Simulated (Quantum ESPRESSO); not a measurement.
# Nb(100), 5 layers: test of the smearing, part 2 of 4

Which setting serves for Nb(100), 5 layers? The runs below step through one kind of setting.

Quantum ESPRESSO 7.5; plane-wave DFT, PBE, SSSP efficiency pseudopotentials.

So far. Step 2 (SCF with pw.x: mv smearing, 0.01 Ry): The run needed 55 iterations to bring the estimated error under 1e-07 Ry; the largest force on any atom, held or free, is 1.22 eV/Å. Step 2 (SCF with pw.x: mv smearing, 0.01 Ry): Inside the slab this potential holds the local part of the pseudopotentials, which can be repulsive at the nuclei; only its value in the vacuum has a meaning of its own.

### 3. SCF with pw.x: mv smearing, 0.02 Ry

c1.in reads:

```
&control
  prefix = 'c1'
  outdir = './out'
  pseudo_dir = './pseudo'
  calculation = 'scf'
  tprnfor = .true.
/
&system
  ibrav = 0
  nat = 5
  ntyp = 1
  ecutwfc = 45
  ecutrho = 360
  occupations = 'smearing'
  smearing = 'mv'
  degauss = 0.02
  assume_isolated = 'esm'
  esm_bc = 'bc1'
/
&electrons
  conv_thr = 1e-07
  mixing_beta = 0.4
  electron_maxstep = 120
  mixing_mode = 'local-TF'
/
ATOMIC_SPECIES
  Nb  92.9064  Nb.pbe-spn-kjpaw_psl.0.3.0.UPF
CELL_PARAMETERS angstrom
  3.30000000000000 0.00000000000000 0.00000000000000
  0.00000000000000 3.30000000000000 0.00000000000000
  0.00000000000000 0.00000000000000 22.60000000000000
ATOMIC_POSITIONS crystal
  Nb  0.000000000000 0.000000000000 -0.146017699115
  Nb  0.500000000000 0.500000000000 -0.073008849558
  Nb  0.000000000000 0.000000000000 0.000000000000
  Nb  0.500000000000 0.500000000000 0.073008849558
  Nb  0.000000000000 0.000000000000 0.146017699115
K_POINTS automatic
  12 12 1 0 0 0
```

The run is started by

```bash
OMP_NUM_THREADS=1 mpirun -n 4 pw.x -nk 4 -in c1.in > c1.out
```

The program printed:

```text
[banner, memory and clock lines left out]
Program PWSCF v.7.5 starts
[...]
Message from routine setup:
[...]
number of electrons       =        65.00
     number of Kohn-Sham states=           40
     kinetic-energy cutoff     =      45.0000  Ry
     charge density cutoff     =     360.0000  Ry
[...]
number of k points=    28  Marzari-Vanderbilt smearing, width (Ry)=  0.0200
[...]
Dense  grid:   191669 G-vectors     FFT dimensions: (  40,  40, 270)
[...]
negative rho (up, down):  1.202E-03 0.000E+00
     Starting wfcs are   50 randomized atomic wfcs
[...]
negative rho (up, down):  1.536E-04 0.000E+00
[...]
estimated scf accuracy    <       4.07998947 Ry
[...]
negative rho (up, down):  4.064E-06 0.000E+00
[...]
estimated scf accuracy    <       1.57159613 Ry
[...]
negative rho (up, down):  5.196E-06 0.000E+00
[...]
estimated scf accuracy    <       0.43406333 Ry
[...]
negative rho (up, down):  9.334E-05 0.000E+00
[...]
estimated scf accuracy    <       0.74237667 Ry
[...]
negative rho (up, down):  1.061E-06 0.000E+00
[...]
estimated scf accuracy    <       0.67491304 Ry
[...]
negative rho (up, down):  9.907E-07 0.000E+00
[...]
estimated scf accuracy    <       0.16882172 Ry
[...]
negative rho (up, down):  1.472E-05 0.000E+00
[...]
estimated scf accuracy    <       0.16063136 Ry
[...]
negative rho (up, down):  4.152E-06 0.000E+00
[...]
estimated scf accuracy    <       0.29882068 Ry
[...]
negative rho (up, down):  3.960E-06 0.000E+00
[...]
estimated scf accuracy    <       0.23915535 Ry
[...]
negative rho (up, down):  9.302E-06 0.000E+00
[...]
estimated scf accuracy    <       0.22599495 Ry
[...]
negative rho (up, down):  5.626E-03 0.000E+00
[...]
estimated scf accuracy    <       0.22750615 Ry
[...]
negative rho (up, down):  2.663E-04 0.000E+00
[...]
estimated scf accuracy    <       0.02722293 Ry
[...]
negative rho (up, down):  1.492E-04 0.000E+00
[...]
estimated scf accuracy    <       0.04793454 Ry
[...]
negative rho (up, down):  5.873E-04 0.000E+00
[...]
estimated scf accuracy    <       0.02657041 Ry
[...]
negative rho (up, down):  4.507E-04 0.000E+00
[...]
estimated scf accuracy    <       0.54729581 Ry
[...]
negative rho (up, down):  4.444E-03 0.000E+00
[...]
estimated scf accuracy    <       0.06361632 Ry
[...]
negative rho (up, down):  3.422E-04 0.000E+00
[...]
estimated scf accuracy    <       0.09830785 Ry
[...]
negative rho (up, down):  2.561E-05 0.000E+00
[...]
estimated scf accuracy    <       0.00856095 Ry
[...]
negative rho (up, down):  1.520E-04 0.000E+00
[...]
estimated scf accuracy    <       0.01215537 Ry
[...]
negative rho (up, down):  6.528E-04 0.000E+00
[...]
estimated scf accuracy    <       0.02015472 Ry
[...]
negative rho (up, down):  9.388E-04 0.000E+00
[...]
estimated scf accuracy    <       0.02361870 Ry
[...]
negative rho (up, down):  6.518E-04 0.000E+00
[...]
estimated scf accuracy    <       0.00060319 Ry
[...]
negative rho (up, down):  6.649E-04 0.000E+00
[...]
estimated scf accuracy    <       0.00379030 Ry
[...]
negative rho (up, down):  6.262E-04 0.000E+00
[...]
estimated scf accuracy    <       0.00321551 Ry
[...]
negative rho (up, down):  6.584E-04 0.000E+00
[...]
estimated scf accuracy    <       0.00214484 Ry
[...]
negative rho (up, down):  6.983E-04 0.000E+00
[...]
estimated scf accuracy    <       0.00019714 Ry
[...]
negative rho (up, down):  1.034E-03 0.000E+00
[...]
estimated scf accuracy    <       0.00013395 Ry
[...]
negative rho (up, down):  1.068E-03 0.000E+00
[...]
estimated scf accuracy    <       0.00006328 Ry
[...]
negative rho (up, down):  1.074E-03 0.000E+00
[...]
estimated scf accuracy    <       0.00001284 Ry
[...]
negative rho (up, down):  1.284E-03 0.000E+00
[...]
estimated scf accuracy    <       0.00000415 Ry
[...]
negative rho (up, down):  1.298E-03 0.000E+00
[...]
estimated scf accuracy    <       0.00000194 Ry
[...]
negative rho (up, down):  1.269E-03 0.000E+00
[...]
estimated scf accuracy    <       0.00000096 Ry
[...]
negative rho (up, down):  1.270E-03 0.000E+00
[...]
estimated scf accuracy    <       0.00000333 Ry
[...]
negative rho (up, down):  1.260E-03 0.000E+00
[...]
estimated scf accuracy    <       0.00000033 Ry
[...]
negative rho (up, down):  1.261E-03 0.000E+00
[...]
estimated scf accuracy    <       0.00000026 Ry
[...]
negative rho (up, down):  1.261E-03 0.000E+00
[...]
the Fermi energy is    -3.7167 ev
!    total energy              =   -1671.07801501 Ry
[...]
estimated scf accuracy    <          3.2E-09 Ry
     smearing contrib. (-TS)   =      -0.00069211 Ry
     internal energy E=F+TS    =   -1671.07732290 Ry
[...]
one-electron contribution =    6978.93039192 Ry
     hartree contribution      =   -3500.48160665 Ry
     xc contribution           =    -144.20897784 Ry
     ewald contribution        =   -3962.87092952 Ry
[...]
convergence has been achieved in  36 iterations
     negative rho (up, down):  1.261E-03 0.000E+00
[...]
Total force =     0.092255     Total SCF correction =     0.000265
[...]
```

Elapsed: 3.2 min, on 4 MPI ranks of Arm Neoverse V2, shared host; peak memory 0.94 GiB.

Numbers from this step:

- free energy: -22736.1747 eV
- Fermi energy: -3.717 eV
- vacuum line at the lower end of the cell, over the Fermi level: 3.717 eV
- vacuum line at the upper end of the cell, over the Fermi level: 3.717 eV

The program's own clock; routines nest. Time by routine:

```csv
routine,wall time (s),calls
PWSCF,191.1,1
electrons,187.7,1
c_bands,134.8,36
cegterg,117.2,252
h_psi,78.68,2131
fftw,67.65,66638
vloc_psi,62.36,2131
sum_band,20.11,36
mix_rho,12.15,36
calbec,10.73,2411
PAW_pot,9.3,37
add_vuspsi,8.15,2131
s_psi,8.03,2131
h_psi:calbec,7.93,2131
```

Counted from each run's own zero (the Fermi level), the vacuum level differs from the first run's by +5 meV.

### 4. Ground state: mv smearing, 0.04 Ry

c2.in, as its differences from the input of step 3:

```diff
@@ -1,3 +1,3 @@
 &control
-  prefix = 'c1'
+  prefix = 'c2'
   outdir = './out'
@@ -15,3 +15,3 @@
   smearing = 'mv'
-  degauss = 0.02
+  degauss = 0.04
   assume_isolated = 'esm'
```

The run is started by

```bash
OMP_NUM_THREADS=1 mpirun -n 4 pw.x -nk 4 -in c2.in > c2.out
```

The program printed:

```text
[banner, memory and clock lines left out]
Program PWSCF v.7.5 starts
[...]
Message from routine setup:
[...]
number of electrons       =        65.00
     number of Kohn-Sham states=           40
     kinetic-energy cutoff     =      45.0000  Ry
     charge density cutoff     =     360.0000  Ry
[...]
number of k points=    28  Marzari-Vanderbilt smearing, width (Ry)=  0.0400
[...]
Dense  grid:   191669 G-vectors     FFT dimensions: (  40,  40, 270)
[...]
negative rho (up, down):  1.202E-03 0.000E+00
     Starting wfcs are   50 randomized atomic wfcs
[...]
negative rho (up, down):  1.557E-04 0.000E+00
[...]
estimated scf accuracy    <       4.04358622 Ry
[...]
negative rho (up, down):  4.215E-06 0.000E+00
[...]
estimated scf accuracy    <       1.55365484 Ry
[...]
negative rho (up, down):  5.768E-06 0.000E+00
[...]
estimated scf accuracy    <       0.34601623 Ry
[...]
negative rho (up, down):  3.868E-06 0.000E+00
[...]
estimated scf accuracy    <       1.64257355 Ry
[...]
negative rho (up, down):  1.859E-06 0.000E+00
[...]
estimated scf accuracy    <       2.78614700 Ry
[...]
negative rho (up, down):  4.826E-06 0.000E+00
[...]
estimated scf accuracy    <       0.30943376 Ry
[...]
negative rho (up, down):  2.434E-06 0.000E+00
[...]
estimated scf accuracy    <       0.84779355 Ry
[...]
negative rho (up, down):  2.148E-06 0.000E+00
[...]
estimated scf accuracy    <       0.34051203 Ry
[...]
negative rho (up, down):  4.378E-06 0.000E+00
[...]
estimated scf accuracy    <       0.52151877 Ry
[...]
negative rho (up, down):  2.103E-05 0.000E+00
[...]
estimated scf accuracy    <       0.54395399 Ry
[...]
negative rho (up, down):  4.066E-04 0.000E+00
[...]
estimated scf accuracy    <       0.10296402 Ry
[...]
negative rho (up, down):  4.094E-05 0.000E+00
[...]
estimated scf accuracy    <       0.23028376 Ry
[...]
negative rho (up, down):  9.643E-04 0.000E+00
[...]
estimated scf accuracy    <       0.07488592 Ry
[...]
negative rho (up, down):  3.149E-03 0.000E+00
[...]
estimated scf accuracy    <       0.23301925 Ry
[...]
negative rho (up, down):  8.054E-04 0.000E+00
[...]
estimated scf accuracy    <       0.02658073 Ry
[...]
negative rho (up, down):  7.156E-04 0.000E+00
[...]
estimated scf accuracy    <       0.00109811 Ry
[...]
negative rho (up, down):  6.699E-04 0.000E+00
[...]
estimated scf accuracy    <       0.00217829 Ry
[...]
negative rho (up, down):  4.993E-04 0.000E+00
[...]
estimated scf accuracy    <       0.00192428 Ry
[...]
negative rho (up, down):  6.165E-04 0.000E+00
[...]
estimated scf accuracy    <       0.00092088 Ry
[...]
negative rho (up, down):  7.957E-04 0.000E+00
[...]
estimated scf accuracy    <       0.00048322 Ry
[...]
negative rho (up, down):  8.834E-04 0.000E+00
[...]
estimated scf accuracy    <       0.00037978 Ry
[...]
negative rho (up, down):  5.045E-04 0.000E+00
[...]
estimated scf accuracy    <       0.00145619 Ry
[...]
negative rho (up, down):  4.822E-04 0.000E+00
[...]
estimated scf accuracy    <       0.00099706 Ry
[...]
negative rho (up, down):  4.870E-04 0.000E+00
[...]
estimated scf accuracy    <       0.00106636 Ry
[...]
negative rho (up, down):  4.197E-04 0.000E+00
[...]
estimated scf accuracy    <       0.00077197 Ry
[...]
negative rho (up, down):  6.164E-04 0.000E+00
[...]
estimated scf accuracy    <       0.00003846 Ry
[...]
negative rho (up, down):  8.651E-04 0.000E+00
[...]
estimated scf accuracy    <       0.00001598 Ry
[...]
negative rho (up, down):  9.817E-04 0.000E+00
[...]
estimated scf accuracy    <       0.00002715 Ry
[...]
negative rho (up, down):  9.342E-04 0.000E+00
[...]
estimated scf accuracy    <       0.00001180 Ry
[...]
negative rho (up, down):  1.073E-03 0.000E+00
[...]
estimated scf accuracy    <       0.00000273 Ry
[...]
negative rho (up, down):  1.104E-03 0.000E+00
[...]
estimated scf accuracy    <       0.00000758 Ry
[...]
negative rho (up, down):  1.231E-03 0.000E+00
[...]
estimated scf accuracy    <       0.00000579 Ry
[...]
negative rho (up, down):  1.244E-03 0.000E+00
[...]
estimated scf accuracy    <       0.00000038 Ry
[...]
negative rho (up, down):  1.248E-03 0.000E+00
[...]
estimated scf accuracy    <       0.00000029 Ry
[...]
negative rho (up, down):  1.253E-03 0.000E+00
[...]
estimated scf accuracy    <       0.00000012 Ry
[...]
negative rho (up, down):  1.256E-03 0.000E+00
[...]
the Fermi energy is    -3.7010 ev
!    total energy              =   -1671.07871369 Ry
[...]
estimated scf accuracy    <       0.00000003 Ry
     smearing contrib. (-TS)   =      -0.00009195 Ry
     internal energy E=F+TS    =   -1671.07862174 Ry
[...]
one-electron contribution =    6978.80064540 Ry
     hartree contribution      =   -3500.35079171 Ry
     xc contribution           =    -144.21190886 Ry
     ewald contribution        =   -3962.87092952 Ry
[...]
convergence has been achieved in  36 iterations
     negative rho (up, down):  1.256E-03 0.000E+00
[...]
Total force =     0.085475     Total SCF correction =     0.000612
[...]
```

Run time: 3.1 min. Hardware: 4 MPI ranks; peak memory 1.1 GiB; 12 min of CPU time.

Numbers from this step:

| Property | Result |
| --- | --- |
| free energy | -22736.1842 eV |
| Fermi energy | -3.701 eV |
| vacuum line at the lower end of the cell, over the Fermi level | 3.701 eV |
| vacuum line at the upper end of the cell, over the Fermi level | 3.701 eV |

The program's own clock; routines nest. Time by routine:

```csv
routine,wall time (s),calls
PWSCF,185.9,1
electrons,182.3,1
c_bands,129.9,36
cegterg,110.9,255
h_psi,75.43,1861
fftw,65.34,65104
vloc_psi,59.96,1861
sum_band,19.94,36
mix_rho,12.13,36
calbec,10.31,2141
PAW_pot,9.22,37
add_vuspsi,7.73,1861
s_psi,7.63,1861
h_psi:calbec,7.51,1861
```

Counted from each run's own zero (the Fermi level), the vacuum level differs from the first run's by -11 meV.

### 5. SCF with pw.x: mp smearing, 0.02 Ry

c3.in, as its differences from the input of step 4:

```diff
@@ -1,3 +1,3 @@
 &control
-  prefix = 'c2'
+  prefix = 'c3'
   outdir = './out'
@@ -14,4 +14,4 @@
   occupations = 'smearing'
-  smearing = 'mv'
-  degauss = 0.04
+  smearing = 'mp'
+  degauss = 0.02
   assume_isolated = 'esm'
```

The run is started by

```bash
OMP_NUM_THREADS=1 mpirun -n 4 pw.x -nk 4 -in c3.in > c3.out
```

The program printed:

```text
[banner, memory and clock lines left out]
Program PWSCF v.7.5 starts
[...]
Message from routine setup:
[...]
number of electrons       =        65.00
     number of Kohn-Sham states=           40
     kinetic-energy cutoff     =      45.0000  Ry
     charge density cutoff     =     360.0000  Ry
[...]
number of k points=    28  Methfessel-Paxton smearing, width (Ry)=  0.0200
[...]
Dense  grid:   191669 G-vectors     FFT dimensions: (  40,  40, 270)
[...]
negative rho (up, down):  1.202E-03 0.000E+00
     Starting wfcs are   50 randomized atomic wfcs
[...]
negative rho (up, down):  1.525E-04 0.000E+00
[...]
estimated scf accuracy    <       4.10602433 Ry
[...]
negative rho (up, down):  3.994E-06 0.000E+00
[...]
estimated scf accuracy    <       1.55467019 Ry
[...]
negative rho (up, down):  4.916E-06 0.000E+00
[...]
estimated scf accuracy    <       0.41212291 Ry
[...]
negative rho (up, down):  1.407E-04 0.000E+00
[...]
estimated scf accuracy    <       0.60276135 Ry
[...]
negative rho (up, down):  1.045E-06 0.000E+00
[...]
estimated scf accuracy    <       1.09838936 Ry
[...]
negative rho (up, down):  9.524E-07 0.000E+00
[...]
estimated scf accuracy    <       0.31894750 Ry
[...]
negative rho (up, down):  9.327E-07 0.000E+00
[...]
estimated scf accuracy    <       0.30871191 Ry
[...]
negative rho (up, down):  7.111E-06 0.000E+00
[...]
estimated scf accuracy    <       0.35624713 Ry
[...]
negative rho (up, down):  3.806E-04 0.000E+00
[...]
estimated scf accuracy    <       0.40687487 Ry
[...]
negative rho (up, down):  1.145E-04 0.000E+00
[...]
estimated scf accuracy    <       1.62758793 Ry
[...]
negative rho (up, down):  3.660E-04 0.000E+00
[...]
estimated scf accuracy    <       0.37219492 Ry
[...]
negative rho (up, down):  5.216E-04 0.000E+00
[...]
estimated scf accuracy    <       0.45399536 Ry
[...]
negative rho (up, down):  1.867E-04 0.000E+00
[...]
estimated scf accuracy    <       0.05242950 Ry
[...]
negative rho (up, down):  1.042E-05 0.000E+00
[...]
estimated scf accuracy    <       0.07488769 Ry
[...]
negative rho (up, down):  4.127E-04 0.000E+00
[...]
estimated scf accuracy    <       0.02074294 Ry
[...]
negative rho (up, down):  2.784E-04 0.000E+00
[...]
estimated scf accuracy    <       0.08671175 Ry
[...]
negative rho (up, down):  1.775E-05 0.000E+00
[...]
estimated scf accuracy    <       0.02282962 Ry
[...]
negative rho (up, down):  2.381E-05 0.000E+00
[...]
estimated scf accuracy    <       0.01327222 Ry
[...]
negative rho (up, down):  1.912E-03 0.000E+00
[...]
estimated scf accuracy    <       0.03632061 Ry
[...]
negative rho (up, down):  1.007E-03 0.000E+00
[...]
estimated scf accuracy    <       0.00829413 Ry
[...]
negative rho (up, down):  1.415E-03 0.000E+00
[...]
estimated scf accuracy    <       0.00322745 Ry
[...]
negative rho (up, down):  7.667E-04 0.000E+00
[...]
estimated scf accuracy    <       0.00088320 Ry
[...]
negative rho (up, down):  4.715E-04 0.000E+00
[...]
estimated scf accuracy    <       0.00012263 Ry
[...]
negative rho (up, down):  8.798E-04 0.000E+00
[...]
estimated scf accuracy    <       0.00003824 Ry
[...]
negative rho (up, down):  1.056E-03 0.000E+00
[...]
estimated scf accuracy    <       0.00003246 Ry
[...]
negative rho (up, down):  1.213E-03 0.000E+00
[...]
estimated scf accuracy    <       0.00000919 Ry
[...]
negative rho (up, down):  1.189E-03 0.000E+00
[...]
estimated scf accuracy    <       0.00000788 Ry
[...]
negative rho (up, down):  1.218E-03 0.000E+00
[...]
estimated scf accuracy    <       0.00000103 Ry
[...]
negative rho (up, down):  1.208E-03 0.000E+00
[...]
estimated scf accuracy    <       0.00000070 Ry
[...]
negative rho (up, down):  1.245E-03 0.000E+00
[...]
estimated scf accuracy    <       0.00000093 Ry
[...]
negative rho (up, down):  1.239E-03 0.000E+00
[...]
estimated scf accuracy    <       0.00000056 Ry
[...]
negative rho (up, down):  1.250E-03 0.000E+00
[...]
estimated scf accuracy    <       0.00000020 Ry
[...]
negative rho (up, down):  1.243E-03 0.000E+00
[...]
estimated scf accuracy    <       0.00000014 Ry
[...]
negative rho (up, down):  1.255E-03 0.000E+00
[...]
the Fermi energy is    -3.7330 ev
!    total energy              =   -1671.07752005 Ry
[...]
estimated scf accuracy    <       0.00000001 Ry
     smearing contrib. (-TS)   =       0.00004443 Ry
     internal energy E=F+TS    =   -1671.07756447 Ry
[...]
one-electron contribution =    6979.01682282 Ry
     hartree contribution      =   -3500.56916148 Ry
     xc contribution           =    -144.20803764 Ry
     ewald contribution        =   -3962.87092952 Ry
[...]
convergence has been achieved in  34 iterations
     negative rho (up, down):  1.255E-03 0.000E+00
[...]
Total force =     0.094478     Total SCF correction =     0.000124
[...]
```

It took 3 min on 4 MPI ranks; peak memory 1.2 GiB.

Read from the output:

| Item | Value |
| --- | --- |
| free energy | -22736.1679 eV |
| Fermi energy | -3.733 eV |
| vacuum line at the lower end of the cell, over the Fermi level | 3.733 eV |
| vacuum line at the upper end of the cell, over the Fermi level | 3.733 eV |

The program's own clock; routines nest. Time by routine:

```csv
routine,wall time (s),calls
PWSCF,181.9,1
electrons,178.6,1
c_bands,129.2,34
cegterg,110.4,238
h_psi,74.06,1980
fftw,63.68,63652
vloc_psi,58.69,1980
sum_band,18.84,34
mix_rho,11.36,34
calbec,10.12,2246
PAW_pot,8.71,35
add_vuspsi,7.68,1980
s_psi,7.58,1980
h_psi:calbec,7.46,1980
```

Counted from each run's own zero (the Fermi level), the vacuum level differs from the first run's by +21 meV.

(Continued in part 3 of 4.)

[Logs are printed without paths, hosts, clocks, repeated set-up lines and the standing remarks that a program may print on its own settings, such as how far it seeks lower states.]

[Hosts, paths, dates, database ids (printed as entryN), source tags and the programs' standing remarks are cut or masked in the printed files.]

[Maps of the electrostatic potential energy from Ansatz leave out the sawtooth potential of an applied field or a dipole correction, so their vacuum need not be flat; planar profiles and work functions include it.]
